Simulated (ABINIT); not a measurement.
Planning a run of ABINIT 10.8.3 on SrTiO3 (Tausonite). The input:

```
acell 3*1.0 Angstrom
rprim 
  3.905280000000 0.000000000000 0.000000000000
  0.000000000000 3.905280000000 0.000000000000
  0.000000000000 0.000000000000 3.905280000000
ntypat 3
znucl 38 22 8
natom 5
typat 1 2 3 3 3
xred 
  0.500000000000 0.500000000000 0.500000000000
  0.000000000000 0.000000000000 0.000000000000
  0.500000000000 0.000000000000 0.000000000000
  0.000000000000 0.500000000000 0.000000000000
  0.000000000000 0.000000000000 0.500000000000
pp_dirpath "pseudos"
pseudos "Sr.upf, Ti.upf, O.upf"
ecut 38
ngkpt 4 4 4
nshiftk 1
shiftk 0 0 0
kptopt 1
chksymbreak 0
istwfk *1
occopt 1
irdwfk 1
optdriver 4
nband 116
gwcalctyp 28
ecutsigx 38
symsigma 0
nkptgw 10
kptgw 
  0.0000000000 0.0000000000 0.0000000000
  0.2500000000 0.0000000000 0.0000000000
  0.5000000000 0.0000000000 0.0000000000
  0.2500000000 0.2500000000 0.0000000000
  0.5000000000 0.2500000000 0.0000000000
  0.5000000000 0.5000000000 0.0000000000
  0.2500000000 0.2500000000 0.2500000000
  0.5000000000 0.2500000000 0.2500000000
  0.5000000000 0.5000000000 0.2500000000
  0.5000000000 0.5000000000 0.5000000000
bdgw 
  12 31
  12 31
  12 31
  12 31
  12 31
  12 31
  12 31
  12 31
  12 31
  12 31
ecuteps 5
irdscr 1
ppmodel 1
irdqps 1
rhoqpmix 0.3
indata_prefix "in"
outdata_prefix "out"
tmpdata_prefix "tmp"
```

```sh
OMP_NUM_THREADS=1 mpirun -n 4 abinit run.abi > log
```

Question: How long will it take on 4 MPI ranks of Arm Neoverse V1, shared host, and how much memory?

It took 6.5 min; on shared hardware allow 3.2 min to 13 min. Peak host memory was 2.1 GiB.

[Paths, hosts, dates, memory and timing lines, banners, echoed tables and standing remarks are left out of the program output.]

[Logs are printed without paths, hosts, clocks, repeated set-up lines and the standing remarks that a program may print on its own settings, such as how far it seeks lower states.]

[Runs of the session that timed out or met a known fault of the program may be left out.]

[Hosts, paths, dates, database ids (printed as entryN), source tags and the programs' standing remarks are cut or masked in the printed files.]

[G0W0 gaps are taken among the corrected bands and points alone; a level outside them can change the order at an edge.]

[Where Ansatz stands beside ABINIT at settings called matched, ABINIT's density can come from a denser mesh and the files from another edition; pairs whose starting gaps differed by over 0.03 eV were left out, so agreement reads better than it is.]
